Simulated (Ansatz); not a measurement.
# Is Mg (Magnesium, P6_3/mmc) stable when the ions move?

Wanted: self-consistent phonon frequencies, thermal pressure and a stability verdict for Mg (Magnesium).

Method: DFT PBEsol, scalar-relativistic, plane waves, PAW; PAW set soft_1, in Ansatz 0.2.0.

## 1. Starting point

Symmetry: P6_3/mmc, No. 194, hexagonal system. The conventional cell has a = 3.209 Å, b = 3.209 Å, c = 5.210 Å, α = 90.00°, β = 90.00°, γ = 120.00°. Nearest to Mg lie 12 Mg at 3.20 to 3.21 Å.

## 2. A first coarse run

Before spending time, one coarse run tells the gap and the pressure of the starting cell.

Contents of input.yaml:

```yaml
crystal:
  lattice:
    - [3.2093, 0.0, 0.0]
    - [-1.60465, 2.7793353284, 0.0]
    - [0.0, 0.0, 5.2103]
  atoms:
    - { symbol: Mg, position: [0.3333333333, 0.6666666667, 0.25] }
    - { symbol: Mg, position: [0.6666666667, 0.3333333333, 0.75] }
kpoints:
  mp_grid: { grid: [6, 6, 4] }
hamiltonian:
  xc: pbesol
  pseudopotentials: { kind: paw, azcp: { folder: soft_1 }, xc_functional: pbe }
scf:
  occupations: { method: gaussian, width: 0.1 }
  lower_state_search: "off"
output:
  forces: true
  stress: true
  eigenvalues: true
```

On the command line:

```sh
ansatz run input.yaml --threads 8 --pin off --max-ram 16384MiB --backend cpu --events-out ev --progress --plain --runs-dir out
```

Numbers of over 12 decimals in the logs are rounded to 6 here.

Log:

```text
Engine: ansatz 0.2.0, aarch64-unknown-linux-gnu
Pseudopotentials: kind: paw
Pseudopotential: Mg, paw, valence charge 10, recommended cutoff 420 eV (normal), soft_1/Mg.paw.azcp
Functional definition: PBEsol
  exchange = pbesol_x
  correlation = pbesol_c
Crystal: 2 atoms, lattice volume = 46.474 Å³
Basis set: ecut = 420 eV, 941 PW (Γ), exchange–correlation on 48×48×72 points (8 copies of the dense FFT grid, shifted against one another)
Bands: 14, of which v1, the nominal top of the filled ones, is band 10 counted from 1 (9 counted from 0)
Symmetry: 24 space group operations
Space group: P63/mmc (ITA 194), of the structure as read, at distance tolerance 3.6e-5 Å
k-points: 21 of 144
Non-local potential: Mg, projectors of the file, l = 0: 3, l = 1: 2, l = 2: 1
PAW form: soft (Blöchl's): semilocal exchange-correlation on the pseudo side does not see the compensation charge
PAW frozen core: Mg, regenerated for the run's functional, and the local potential with it (the file was generated under x = pbe(κ = 0.804, μ = 0.219515), c = pbe(β = 0.066725))
PAW one-centre angular grid: Mg, 110 points (default); XC on 64 Gauss nodes
Initial density: superposition of atomic densities (chi_scale 0.1, normalization cell)
Initial wavefunctions: pseudopotential atomic-orbital guess
Functional: x = pbesol(κ = 0.804, μ = 0.123457), c = pbesol(β = 0.046)
SCF iter   1: F=—  HF=-3824.067093 eV  |F-HF|=—  |Δ(HF+E_count)|=         —  Δρ=1.39e-2  dr2=1.21e-1  ethr=3.10e-3  ⟨swp⟩=5.3  Hψ=1534  notcnv=0
preconditioner: auto → none  [metal: Δε(μ)=0.059 eV  Ē_g=6.876 eV  σ=0.100 eV  W_gap=0.32  n_scr=8 (ndim 8)  ℏωp=10.9 eV  f_vac=0.000  D(μ)=1.42/eV (n_scr^D=8)  sad-step TF]
SCF iter   2: F=—  HF=-3824.055556 eV  |F-HF|=—  |Δ(HF+E_count)|=   1.15e-2  Δρ=9.76e-3  dr2=6.13e-2  ethr=6.03e-4  ⟨swp⟩=2.0  Hψ=522  notcnv=0
SCF iter   3: F=—  HF=-3824.037300 eV  |F-HF|=—  |Δ(HF+E_count)|=   1.83e-2  Δρ=1.65e-3  dr2=1.69e-3  ethr=3.07e-4  ⟨swp⟩=2.0  Hψ=375  notcnv=0
SCF iter   4: F=—  HF=-3824.036958 eV  |F-HF|=—  |Δ(HF+E_count)|=   3.41e-4  Δρ=1.14e-4  dr2=2.44e-6  ethr=8.46e-6  ⟨swp⟩=2.7  Hψ=491  notcnv=0
SCF iter   5: F=—  HF=-3824.036965 eV  |F-HF|=—  |Δ(HF+E_count)|=   6.30e-6  Δρ=1.34e-5  dr2=2.46e-8  ethr=5.00e-10  ⟨swp⟩=6.9  Hψ=1503  notcnv=0
SCF iter   6: F=-3824.036965 eV  HF=-3824.036965 eV  |F-HF|=1.30e-9  |Δ(HF+E_count)|=   2.26e-8  Δρ=2.19e-6  dr2=7.94e-10  ethr=1.23e-10  ⟨swp⟩=1.4  Hψ=891  notcnv=0
SCF 1 converged in 6 iterations: F = -3824.036965 eV  dr2 = 7.94e-10
  greatest PAW one-centre occupation: 1.000 electrons in one spin orbital (limit 2), on the Mg atom at site 1 (counted from 0), in its partial waves of l = 0
SCF converged after 6 iterations
Free energy (F): -3824.036965 eV
Harris-Foulkes:  -3824.036965 eV  (|F-HF|=1.30e-9)
Internal energy: -3824.029769 eV  (E = F + TS)
E sigma→0 (E₀):  -3824.033367 eV
Entropy (-TS):   -0.007195 eV (-3.598 meV/atom)
Fermi energy:    5.326562 eV
--- Per-component energies (eV) ---
  E_band       = -715.518788
  E_kinetic    = 138.216508
  E_local      = -3437.385591  (includes V_loc(G=0)·N_el)
  E_nonlocal   = 391.946493
  E_hartree    = 1171.937172
  E_xc         = -51.218039
  E_vxc        = -66.367072  (∫ρ·V_xc dr)
  E_paw        = -580.251930  (= ΣΔE_a)
  E_vpaw       = -85.802873  (= ΣTr[D̂ρ^β])
  E_aug_tail   = -0.000286  (compensation charges beyond the density's cutoff)
  E_ewald      = -1457.391822
  E_core_change = 0.117725  (= ΣΔE_core)
  E_smearing   = -0.007195  (= −TS)
  E_closure    = 0.000000  (closes the sum)
  Σ components = -3824.036965   (vs F -3824.036965, Δ=0.00e0)
--- Forces (eV/Å), atoms counted from 1 ---
  atom   1  Mg     0.00000000     0.00000000     0.00000000
  atom   2  Mg     0.00000000    -0.00000000     0.00000000
  max |Σ_I F_I| component: 0.00e0 eV/Å
--- Stress (GPa, compression-positive) ---
       -1.127516       0.000000       0.000000
       -0.000000      -1.127516       0.000000
        0.000000       0.000000      -1.020610
  P = ⅓ Tr σ = -1.0919 GPa (-10.919 kbar)
--- Band table (eV; the first three rows and the last of 21) ---
  k-point 0: bands = [... 6 lower, -37.1331, -37.1331, -1.4091, 3.8048, 4.2250, 16.3165, 16.3165, 16.4106]
  k-point 1: bands = [... 6 lower, -37.1338, -37.1338, -1.0613, 1.6706, 6.9605, 14.3966, 16.5852, 16.5852]
  k-point 2: bands = [... 6 lower, -37.1355, -37.1355, -0.0266, -0.0266, 10.4544, 10.4544, 17.0608, 17.0608]
  k-point 20: bands = [... 6 lower, -37.1399, -37.1399, 5.6717, 5.6717, 6.1384, 6.1384, 6.9789, 6.9789]
```

Elapsed: 0.81 s, on 8 threads of Arm Neoverse V1, shared host; peak memory 0.27 GiB; 1.6 s of CPU time.

The column dr2 measures how far the density is from self-consistency, as an energy; F and HF (Harris–Foulkes) agree once it is small.

Numbers from this step:

```yaml
pressure: -1.092 GPa
volume_per_atom: 23.24 Å³/atom
gap_on_the_k_mesh: 0 eV
```

The start is under -1.1 GPa at this level and looks like a metal on this mesh.

## 3. Relaxation

Phonons are second derivatives about a minimum, so cell and atoms are relaxed first, inside the symmetry of the start.

Changes to input.yaml since step 2:

```diff
@@ -9,3 +9,3 @@
 kpoints:
-  mp_grid: { grid: [6, 6, 4] }
+  mp_grid: { grid: [15, 15, 8] }
 hamiltonian:
@@ -20 +20,10 @@
   eigenvalues: true
+  write_density: true
+  write_potential: true
+  elf: true
+  volumetric_format: npy
+relax:
+  adjacent_minimum: "off"
+  f_tol: 0.005
+  max_steps: 80
+  cell: { stress_tol: 0.05 }
```

Log:

```text
[...]
Crystal: 2 atoms, lattice volume = 46.474 Å³
Basis set: ecut = 420 eV, 941 PW (Γ), exchange–correlation on 48×48×72 points (8 copies of the dense FFT grid, shifted against one another)
Bands: 14, of which v1, the nominal top of the filled ones, is band 10 counted from 1 (9 counted from 0)
Symmetry: 24 space group operations
[...]
k-points: 135 of 1800
[...]
SCF iter   1: F=—  HF=-3824.130184 eV  |F-HF|=—  |Δ(HF+E_count)|=         —  Δρ=1.38e-2  dr2=1.19e-1  ethr=3.10e-3  ⟨swp⟩=5.1  Hψ=9795  notcnv=0
[...]
SCF iter   6: F=-3824.100294 eV  HF=-3824.100294 eV  |F-HF|=1.46e-9  |Δ(HF+E_count)|=   2.26e-8  Δρ=2.28e-6  dr2=8.12e-10  ethr=1.26e-10  ⟨swp⟩=5.2  Hψ=10042  notcnv=0
SCF 1 converged in 6 iterations: F = -3824.100294 eV  dr2 = 8.12e-10
[...]
relax step   1: F+E_penalty+E_count = -3824.10029406 eV  Δ(F+E_penalty+E_count) = +0.000e0 eV  max|allowed force component| = 3.701e-17 eV/Å  Δτ_max = 0.0000 Å  P = -1.141 GPa  Ω = 46.474 Å³  (6 SCF iters, dr2 threshold 1.00e-7 eV, accepted)
Crystal: 2 atoms, lattice volume = 45.282 Å³
Basis set: ecut = 420 eV, 905 PW (Γ), exchange–correlation on 48×48×72 points (8 copies of the dense FFT grid, shifted against one another)
[...]
iter 1 solved again at ethr=2.08e-7 eV; its pass at ethr=3.10e-3 eV (dr2=4.17e-5 eV) is discarded
[...]
SCF iter   3: F=-3824.106361 eV  HF=-3824.106361 eV  |F-HF|=8.99e-9  |Δ(HF+E_count)|=   9.68e-6  Δρ=2.12e-6  dr2=1.37e-9  ethr=1.00e-9  ⟨swp⟩=8.1  Hψ=13447  notcnv=0
SCF 2 converged in 3 iterations: F = -3824.106361 eV  dr2 = 1.37e-9
relax step   2: F+E_penalty+E_count = -3824.10636114 eV  Δ(F+E_penalty+E_count) = -6.067e-3 eV  max|allowed force component| = 5.089e-17 eV/Å  Δτ_max = 0.0000 Å  P = -0.245 GPa  Ω = 45.282 Å³  energy of the carried Pulay correction = +3.925e-5 eV  (3 SCF iters, dr2 threshold 2.00e-7 eV, accepted)
Crystal: 2 atoms, lattice volume = 44.948 Å³
Basis set: ecut = 420 eV, 857 PW (Γ), exchange–correlation on 48×48×72 points (8 copies of the dense FFT grid, shifted against one another)
[...]
SCF iter   3: F=-3824.106776 eV  HF=-3824.106776 eV  |F-HF|=6.90e-10  |Δ(HF+E_count)|=   1.03e-6  Δρ=1.51e-6  dr2=6.51e-10  ethr=1.00e-9  ⟨swp⟩=7.3  Hψ=11119  notcnv=0
SCF 3 converged in 3 iterations: F = -3824.106776 eV  dr2 = 6.51e-10
relax step   3: F+E_penalty+E_count = -3824.10677633 eV  Δ(F+E_penalty+E_count) = -4.152e-4 eV  max|allowed force component| = 3.932e-17 eV/Å  Δτ_max = 0.0000 Å  P = +0.030 GPa  Ω = 44.948 Å³  energy of the carried Pulay correction = +5.067e-5 eV  (3 SCF iters, dr2 threshold 2.00e-7 eV, accepted)
[...]
SCF iter   4: F=-3824.106723 eV  HF=-3824.106723 eV  |F-HF|=3.18e-12  |Δ(HF+E_count)|=  3.22e-10  Δρ=6.96e-8  dr2=9.07e-13  ethr=1.00e-12  ⟨swp⟩=6.5  Hψ=8749  notcnv=0
SCF 4 converged in 4 iterations: F = -3824.106723 eV  dr2 = 9.07e-13
relax step   4: F+E_penalty+E_count = -3824.10672277 eV  Δ(F+E_penalty+E_count) = +5.356e-5 eV  max|allowed force component| = 3.238e-17 eV/Å  Δτ_max = 0.0000 Å  P = +0.031 GPa  Ω = 44.948 Å³  stress off target by 3.87e-2 GPa  SCF on the basis re-selected at this cell (its energy is not comparable with the rows above)  (4 SCF iters)
basis re-selected at this cell: Δ(F+E_penalty+E_count) = +5.356e-5 eV, ΔP = +0.001 GPa vs the last step (what re-selecting the basis moved, of the pressure what is left beyond the Pulay correction that the steps carried, after the strain that the cell walked since its last selection, with what the two solves' SCF thresholds leave and, on support functions, any second-order correction that the steps lacked; it is no m [...]
SCF converged after 4 iterations
Free energy (F): -3824.106723 eV
[...]
Internal energy: -3824.101930 eV  (E = F + TS)
E sigma→0 (E₀):  -3824.104326 eV
Entropy (-TS):   -0.004793 eV (-2.397 meV/atom)
Fermi energy:    5.734847 eV
[...]
--- Stress (GPa, compression-positive) ---
        0.038722       0.000000       0.000000
        0.000000       0.038722       0.000000
        0.000000       0.000000       0.017045
  P = ⅓ Tr σ = 0.0315 GPa (0.315 kbar)
--- Band table (eV; the first three rows and the last of 135) ---
  k-point 0: bands = [... 6 lower, -36.8051, -36.8051, -1.2804, 4.0930, 4.6220, 16.6430, 16.6430, 16.7716]
  k-point 1: bands = [... 6 lower, -36.8053, -36.8053, -1.1897, 3.0399, 5.8301, 16.7136, 16.7136, 16.8315]
  k-point 2: bands = [... 6 lower, -36.8060, -36.8060, -0.9184, 1.9199, 7.4152, 15.0891, 16.9180, 16.9180]
  k-point 134: bands = [... 6 lower, -36.8121, -36.8121, 5.9031, 5.9031, 6.3814, 6.3814, 7.2929, 7.2929]
--- Relaxed structure (3 steps of the walk, 3 accepted, 1 SCFs on fresh bases) ---
  F+E_penalty+E_count = -3824.10672277 eV   max|allowed force component| = 3.238e-17 eV/Å   (the final SCF, on the basis selected at the relaxed cell)
  cell:  # Å, volume = 44.9484 Å³
    - [3.187710, 0.0, 0.0]
    - [-1.593855, 2.760638, 0.0]
    - [0.0, 0.0, 5.107709]
  atoms:
    - { symbol: Mg, position: [0.333333, 0.666667, 0.250000] }
    - { symbol: Mg, position: [0.666667, 0.333333, 0.750000] }
```

Elapsed: 2.6 s, on 8 threads; peak memory 0.4 GiB; 17 s of CPU time.

Relaxation path:

```
step  energy less that of the first step (eV)  largest force component (eV/Å)  pressure (GPa)  volume (Å³)
   1                                   0.0000                          0.0000           -1.14        46.47
   2                                  -0.0061                          0.0000           -0.24        45.28
   3                                  -0.0065                          0.0000            0.03        44.95
  4*                                  -0.0064                          0.0000            0.03        44.95
```

Relaxation steps marked * repeat the geometry before them on a plane-wave basis chosen anew for their cell, so energy and pressure can jump there.

Forces are held to the 24 operations that the run works with; a distortion that breaks them can't arise in this run.

```
conventional cell, symmetrised  before  after  change
                         a (Å)   3.209  3.188  -0.7 %
                         b (Å)   3.209  3.188  -0.7 %
                         c (Å)   5.210  5.108  -2.0 %
              volume (Å³/atom)   23.24  22.47  -3.3 %
```

Final coordinates:

```xyz
2
Lattice="3.1877 0.0000 0.0000 -1.5939 2.7606 0.0000 0.0000 0.0000 5.1077" Properties=species:S:1:pos:R:3 pbc="T T T"
Mg    0.0000    1.8404    1.2769
Mg    1.5939    0.9202    3.8308
```

This step gave:

* pressure: 0.03150 GPa
* volume per atom: 22.47 Å³/atom

ELF in the ac plane at fractional y = 0.333, with atoms of Mg within 0.2 Å of it. It is the smooth field of the valence electrons, not physical close to the nuclei.

Ten even steps from '0' (0.05) to '9' (0.69):
```
7777777532111356
6777765200000014
4777752001221001
2678740014454200
1578620044334410
1578620143112420
1578620143112420
1578620044334410
2678740014454200
4777752001221001
6777765200000014
7777777532111356
7777777776556777
7666677888888887
6544467889999887
4322246789999986
2100124689999975
1000013689999974
1000012589999863
1000012589999863
1000013689999974
2100124689999975
4322246789999986
6544467889999887
7666677888888887
7777777776556777
```
Columns run along a (3.2 Å), rows up along c (5.1 Å). Atoms in or near the plane, at fractional coordinates: Mg at (0.67, 0.75).

Electrostatic potential energy in the ac plane at fractional y = 0.333, with atoms of Mg within 0.2 Å of it. With pseudopotentials it is smooth inside the atoms' cores, unlike the true potential.

Ten even steps from '0' (-69 eV) to '9' (8 eV):
```
9999999999999999
9999999998888999
9999999987667889
9999999864223589
9999998740000368
9999998630000158
9999998630000158
9999998740000368
9999999864223589
9999999987667889
9999999998888999
9999999999999999
9999999999999999
9999999999999999
9999999999999999
9999999999999999
9999999999999999
9988899999999999
9888899999999999
9888899999999999
9988899999999999
9999999999999999
9999999999999999
9999999999999999
9999999999999999
9999999999999999
```
Columns run along a (3.2 Å; values clipped at the 3rd and 97th percentile), rows up along c (5.1 Å). Atoms in or near the plane, at fractional coordinates: Mg at (0.67, 0.75).

Valence density in the ac plane at fractional y = 0.333, with atoms of Mg within 0.2 Å of it. It is the smooth field of the valence electrons, not physical close to the nuclei.

Ten steps, logarithmic in the rise over the least value, from '0' (0 e/Å³) to '9' (26 e/Å³):
```
0000000000000000
0000000000000000
0000000001121000
0000000014565200
0000000047887510
0000000158999620
0000000158999620
0000000047887510
0000000014565200
0000000001121000
0000000000000000
0000000000000000
0000000000000000
0000000000000000
0000000000000000
0000000000000000
0000000000000000
0000000000000000
0000000000000000
0000000000000000
0000000000000000
0000000000000000
0000000000000000
0000000000000000
0000000000000000
0000000000000000
```
Columns run along a (3.2 Å), rows up along c (5.1 Å). Atoms in or near the plane, at fractional coordinates: Mg at (0.67, 0.75).

The relaxation ends with a pressure of 0.03 GPa.

## 4. Relaxing to small residual forces and stress

The relaxation is repeated with tighter thresholds on force and stress, since phonons are sensitive to what is left; a change of mesh or smearing in the input moves the cell too.

input.yaml, the sections that differ from step 3:

```yaml
crystal:
  lattice:
    - [3.1877100879, 0.0, 0.0]
    - [-1.5938550439, 2.760637916, 0.0]
    - [0.0, 0.0, 5.1077090199]
  atoms:
    - { symbol: Mg, position: [0.3333333333, 0.6666666667, 0.25] }
    - { symbol: Mg, position: [0.6666666667, 0.3333333333, 0.75] }
scf:
  occupations: { method: methfessel_paxton, width: 0.2 }
  lower_state_search: "off"
output:
  forces: true
  stress: true
  eigenvalues: true
relax:
  adjacent_minimum: "off"
  f_tol: 0.001
  max_steps: 60
  cell: { stress_tol: 0.01 }
# kpoints, hamiltonian: as in step 3
```

Log:

```text
[...]
Crystal: 2 atoms, lattice volume = 44.948 Å³
Basis set: ecut = 420 eV, 857 PW (Γ), exchange–correlation on 48×48×72 points (8 copies of the dense FFT grid, shifted against one another)
Bands: 14, of which v1, the nominal top of the filled ones, is band 10 counted from 1 (9 counted from 0)
Symmetry: 24 space group operations
[...]
k-points: 135 of 1800
[...]
k-point 134: bands = [... 6 lower, -36.8187, -36.8187, 5.8921, 5.8921, 6.3739, 6.3739, 7.2776, 7.2776]
--- Relaxed structure (3 steps of the walk, 3 accepted, 1 SCFs on fresh bases) ---
[...]
cell:  # Å, volume = 44.9780 Å³
    - [3.190832, -2.88957677405837e-11, 0.0]
    - [-1.595416, 2.763342, 0.0]
    - [0.0, 0.0, 5.101071]
  atoms:
    - { symbol: Mg, position: [0.333333, 0.666667, 0.25] }
    - { symbol: Mg, position: [0.666667, 0.333333, 0.75] }
[key lines of the parts left out:]
SCF converged after 4 iterations
Free energy (F): -3824.104957 eV
Fermi energy:    5.725745 eV
P = ⅓ Tr σ = 0.0029 GPa (0.029 kbar)
```

Wall time 2.3 s (8 threads); peak memory 0.4 GiB.

Relaxation path:

```
step  energy less that of the first step (eV)  largest force component (eV/Å)  pressure (GPa)  volume (Å³)
   1                                   0.0000                          0.0000            0.03        44.95
   2                                   0.0000                          0.0000            0.00        44.98
   3                                   0.0000                          0.0000            0.00        44.98
  4*                                   0.0000                          0.0000            0.00        44.98
```

Relaxation steps marked * repeat the geometry before them on a plane-wave basis chosen anew for their cell, so energy and pressure can jump there.

The run keeps the 24 symmetry operations that it works with, so distortions that break them were not tested.

```
conventional cell, symmetrised  before  after  change
                         a (Å)   3.188  3.191  +0.1 %
                         b (Å)   3.188  3.191  +0.1 %
                         c (Å)   5.108  5.101  -0.1 %
              volume (Å³/atom)   22.47  22.49  +0.1 %
```

Final coordinates:

```
Mg
1.0
     3.19083    0.00000    0.00000
    -1.59542    2.76334    0.00000
     0.00000    0.00000    5.10107
Mg
2
Direct
  0.33333 0.66667 0.25000
  0.66667 0.33333 0.75000
```

Numbers from this step:

| Item | Value |
| --- | --- |
| pressure | 0.002878 GPa |
| volume per atom | 22.49 Å³/atom |

The residual pressure is 0.0029 GPa, small enough for phonons.

(Part 1 of 4 ends here.)

[Logs are printed without paths, hosts, clocks, repeated set-up lines and the standing remarks that a program may print on its own settings, such as how far it seeks lower states.]

[Hosts, paths, dates, database ids (printed as entryN), source tags and the programs' standing remarks are cut or masked in the printed files.]

[A step with changed settings may run another functional than the one named; its input shows which.]
